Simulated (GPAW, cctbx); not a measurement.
# Bonding in Na2LiVCl6 as X-rays see it

Aim: compute the bonding part of the density of Na2LiVCl6, find which reflections carry it, and see how it biases an ordinary refinement.

The start was made by putting kin elements into a known structure type; the compound need not exist, or be stable, in this form. All numbers below are calculated.

## 1. Find the equilibrium geometry

The density hangs on the geometry, so cell and atoms are relaxed first, with the symmetry held. The cutoff is set higher than for the density because stress converges slowly with plane waves.

Settings: GPAW 26.7.0, PBE, 670 eV, 3×3×3 k-points, Fermi–Dirac width 0.05 eV, spin-polarised, BFGS to 0.03 eV/Å.

```text
cell
1.0
     0.000000000    5.030500000    5.030500000
     5.030500000    0.000000000    5.030500000
     5.030500000    5.030500000    0.000000000
V Cl Na Li
1 6 2 1
Direct
0.000000000 0.000000000 0.000000000
0.767000000 0.767000000 0.233000000
0.767000000 0.233000000 0.767000000
0.233000000 0.767000000 0.233000000
0.233000000 0.767000000 0.767000000
0.233000000 0.233000000 0.767000000
0.767000000 0.233000000 0.233000000
0.250000000 0.250000000 0.250000000
0.750000000 0.750000000 0.750000000
0.500000000 0.500000000 0.500000000
```

```console
$ OMP_NUM_THREADS=1 mpirun -n 4 gpaw python run.py > gpaw.log
```

```text
BFGS:    0      -38.567070        0.729479
BFGS:    1      -38.608818        0.600179
BFGS:    2      -38.707505        0.276571
BFGS:    3      -38.712267        0.289474
...
BFGS:    7      -38.816333        0.249255
BFGS:    8      -38.832112        0.058780
BFGS:    9      -38.833376        0.002768
cell  6.9031 6.9031 6.9031  60.00 60.00 60.00
volume 232.601 A^3, largest force 0.002 eV/A, largest stress 0.02 GPa
```

After 9 steps the volume has changed by -8.6 % and the energy by -0.266 eV; the largest stress left is 0.02 GPa. It took 5.1 min on 4 cores of Arm Neoverse V2 (shared host), peak memory 2 GiB.

Relaxed structure: Fm-3m (no. 225), a = 9.7624 Å, b = 9.7624 Å, c = 9.7624 Å, α = 90.00°, β = 90.00°, γ = 90.00°.

```csv
atom,mult.,x,y,z
V1,4,0,0,0
Cl1,24,0,0,0.7566
Na1,8,1/4,3/4,3/4
Li1,4,1/2,0,0
```

## 2. Density and charge transfer

X-rays see the whole electron density, so the PAW density is rebuilt with its core regions. Subtracting spherical free atoms from the same code cancels the cores and leaves the deformation density Δρ, the part due to bonding.

Settings: PBE, 550 eV, 4×4×4 k-points, Fermi–Dirac width 0.05 eV, spin-polarised; primitive cell of 10 atoms.

```console
$ OMP_NUM_THREADS=1 mpirun -n 4 gpaw python run.py > gpaw.log
```

```text
|iter:   1|       0s |  -39.183796 | -0.08 |       |  +2.0046|
|iter:   2|       3s |  -39.102973 | -1.37 | -1.22 |  +2.0043|
|iter:   3|       6s |  -38.754637 | -1.62 | -1.28 |  +2.0027|
...
|iter:   9|      24s |  -38.760418c| -5.86 | -3.70 |  +2.0000|
|iter:  10|      27s |  -38.760420c| -6.65 | -4.25c|  +2.0000|
|iter:  11|      31s |  -38.760421c| -7.44c| -4.71c|  +2.0000|
```

```text
grid (80, 80, 80)  electrons 150.000  moved by bonding 1.587 e
deformation density beyond 0.5 A of the nuclei: max 0.239, min -0.341 e/A^3
atom        x       y       z   Voronoi charge  moment
V 1    0.0000  0.0000  0.0000      0.162       1.81
Cl2    0.7566  0.7566  0.2434     -0.171      -0.01
Cl3    0.7566  0.2434  0.7566     -0.171      -0.01
Cl4    0.2434  0.7566  0.2434     -0.171      -0.01
Cl5    0.2434  0.7566  0.7566     -0.171      -0.01
Cl6    0.2434  0.2434  0.7566     -0.171      -0.01
Cl7    0.7566  0.2434  0.2434     -0.171      -0.01
Na8    0.2500  0.2500  0.2500      0.387       0.00
Na9    0.7500  0.7500  0.7500      0.387       0.00
Li10   0.5000  0.5000  0.5000      0.087      -0.00
mean inner potential of superposed free atoms 10.303 V
total magnetic moment 2.000 muB
```

Deformation density in a plane through the shortest contact of the V atom at the origin, in 0.01 e/Å³ (clipped at ±99); x from -1.6 to 4.0 Å, y from 2.4 down to -2.4 Å:

```text
  0   1   4   2   .   .   3   3   1   0  -1  -1  -1   0   1   3
  0   1   2   0   .  -3   2   2   0  -1  -1  -1  -1   0   1   2
 -1   0   2   6   9   8   4   1   0  -1   0   0   0   0   0   1
  0  -1   0   3   7   6   2  -1  -1   0   1   2   1   0   0   0
  2   0  -2  -3  -7  -5  -2  -1   1   2   3   4   3   1   0  -1
  6   5  -2   6   .   0   0   0   6   4  -2   .   1   2   1   0
  9   8  -6 -52   .   . -21   0  10   4   .   .  -4   2   2   0
  7   5  -3   6   .   1   0   0   6   4  -2   .   1   2   1   0
  2   0  -2  -3  -7  -4  -3  -1   1   2   3   4   3   1   0  -1
  0  -1   0   3   7   6   2  -1  -1   0   1   2   1   0   0   0
 -1   0   2   6   9   8   4   1   0  -1   0   0   0   0   0   1
  0   1   2   0   .  -3   2   2   0  -1  -1  -1  -1   0   1   2
  0   1   4   2   .   .   4   3   1   0  -1  -1  -1   0   1   3
```

Atoms in or within 0.15 Å of the plane: V (0.0, 0.0), Cl (2.4, 0.0), Cl (0.0, 2.4), Cl (0.0, -2.4) Å. Dots mark points within about 0.45 Å of a nucleus; large values next to them are atomic features.

Cl gains most (-0.17 e) and Na loses most (+0.39 e), as electronegativity suggests. Such charges fall far short of formal ones, since overlapping free atoms already put density on their neighbours. Along the shortest contact from the V atom at the map's origin, V–Cl at 2.38 Å, Δρ is +0.07 e/Å³ at the midpoint and highest, +0.10, 1.47 Å from V (points within 0.5 Å of a nucleus left out): little sits at the middle, as in a polar contact, whose build-up shifts to the more electronegative atom. At the midpoints of other shortest contacts it is +0.02 (Cl–Li, 2.50 Å) and -0.01 (Cl–Cl, 3.36 Å) e/Å³. Point values carry grid noise of about 0.01 e/Å³. The cell's moment is 2.00 μB; the largest inside an atomic sphere is 1.81 μB. The run needed 11 iterations, 44 s.

## 3. Structure factors

The Fourier components of Δρ, added to those of the free atoms, give the static X-ray structure factors; the Mott–Bethe relation turns them into the Fourier components V of the potential that fast electrons feel.

```text
static structure factors of the conventional cell: F in electrons, V (Mott-Bethe) in volts
   h  k  l      d  |F| table  |F| free   |F| DFT   change   |V| free  |V| DFT  change %
   1  1  1  5.6363    89.827    90.004    90.091    0.086     1.085    1.072     -1.2
   0  2  0  4.8812   134.249   134.266   136.719    2.453     2.137    1.849    -13.5
   0  2  2  3.4515    46.414    46.275    44.467   -1.808     0.626    0.732     17.0
   1  3  1  2.9435    60.364    60.184    60.175   -0.009     0.606    0.607      0.1
   2  2  2  2.8182   294.633   294.991   297.396    2.405     3.741    3.646     -2.5
   0  4  0  2.4406   423.520   423.362   424.799    1.437     5.128    5.086     -0.8
   1  3  3  2.2396    39.608    39.317    38.954   -0.363     0.310    0.319      2.9
   0  4  2  2.1829    96.070    96.239    96.248    0.009     1.276    1.276     -0.0
   2  4  2  1.9927    43.638    42.869    43.034    0.165     0.239    0.235     -1.3
   3  3  3  1.8788    22.980    22.736    22.191   -0.545     0.114    0.124      8.3
   1  5  1  1.8788    77.326    77.196    77.258    0.062     0.733    0.732     -0.1
   0  4  4  1.7258   351.990   351.992   351.174   -0.818     3.584    3.596      0.3
   1  5  3  1.6501    59.140    59.068    58.891   -0.177     0.506    0.508      0.5
   2  4  4  1.6271    80.817    81.104    80.340   -0.764     0.882    0.892      1.1
```

The largest X-ray change is +2.45 e on 020, 1.8 % of |F|. For electrons V goes as (Z − F)/g², so a change of F counts against Z − F, which is small at low angle and wherever the atoms' terms cancel: |V| of 022 moves by +17.0 % (0.63 to 0.73 V) against -3.9 % in |F|. The last three rows still change by up to 0.82 e; the table stops while the angles are still low. The tabulated Hartree–Fock atoms differ from the free DFT atoms by up to 0.77 e, so the choice of reference atom matters too.

## 4. The functional ladder

The same geometry is run with other functionals, to see whether the bonding signal is larger than the spread between approximations. Free atoms are LDA for LDA and PBE otherwise; meta-GGAs and hybrids keep PBE cores. Any other changed setting is in the row's label.

| run | ΔF 020 (e) | ΔF 222 (e) | ΔF 022 (e) | q(Cl) (e) | moved (e) | time |
| --- | --- | --- | --- | --- | --- | --- |
| PBE | +2.453 | +2.405 | -1.808 | -0.171 | 1.587 | 44 s |
| LDA | +2.369 | +1.962 | -1.632 | -0.156 | 1.431 | 38 s |
| SCAN | +2.345 | +2.697 | -1.990 | -0.189 | 1.789 | 1.8 min |

At the base's settings ΔF(020) spans +2.345 to +2.453 e, a spread of 4 % of the PBE value; over the three listed reflections the spread is at most 31 %, so the sign holds and the size hangs on the functional. Times are from shared hosts.

## 5. What a spherical-atom refinement makes of it

Routine crystallography fits spherical atoms. To see the bias, intensities are simulated from tabulated atoms plus the DFT change ΔF, so that bonding alone can misfit (10776 reflections of the full sphere, merged to the counts below, to 0.45 Å, 1.5 % proportional noise plus counting noise, assumed isotropic U as listed, Δρ smeared by the mean U) and refined with cctbx over different ranges.

```
                    range  data      R1  GooF  U V1 (true 0.0053)  U Cl1 (true 0.0058)  U Na1 (true 0.0066)  U Li1 (true 0.0084)  largest shift (Å)  Δρ max, min (e/Å³)
                 all data   323  0.0050  1.34              0.0053               0.0058               0.0066               0.0087             0.0001         0.22, -0.41
 low resolution, d > 0.84    64  0.0052  1.98              0.0053               0.0057               0.0066               0.0091             0.0000         0.11, -0.11
     high order, d < 0.75   239  0.0048  1.10              0.0053               0.0058               0.0066               0.0086             0.0001         0.21, -0.33
occupancies free, d > 0.7    99  0.0051  1.79              0.0052               0.0058               0.0065               0.0074             0.0000         0.12, -0.16
```

With all data GooF is 1.34, so the misfit of spherical atoms stands above the noise; the top residual peak lies 0.00 Å from V and 2.38 Å from Cl, on the atom. No U is off by more than 3 s.u. at low resolution. With V1 held at 1 and the scale free, the other occupancies refine to Cl1 1.002(0.003), Na1 0.999(0.004) and Li1 0.978(0.018), within three s.u. of full.

## 6. Answer

Bonding moves 1.59 e in the primitive cell of Na2LiVCl6 and changes the structure factors of the conventional cell in the table above by at most 2.45 e (020, 1.8 %), and among reflections above 2 % of the strongest by up to 3.9 % (022). The shortest bond, V–Cl, has Δρ = +0.07 e/Å³ at its midpoint, low for a shared bond; with the charge transfer this is a polar contact. At the base's settings ΔF(020) spans +2.345 to +2.453 e, a spread of 4 % of the PBE value; over the three listed reflections the spread is at most 31 %, so the sign holds and the size hangs on the functional. With all data GooF is 1.34, so the misfit of spherical atoms stands above the noise. Limits: static density, frozen cores, no spin–orbit coupling; a ferromagnetic start is the only order tried, and the real ground state may be antiferromagnetic or insulating; no Hubbard U on V.

[Outputs are excerpts: Python notices, other lines and further rows are left out; steps that failed or that the build refused (PBEsol, TPSS) are not shown.]

[Logs are printed without paths, hosts, clocks, repeated set-up lines and the standing remarks that a program may print on its own settings, such as how far it seeks lower states.]
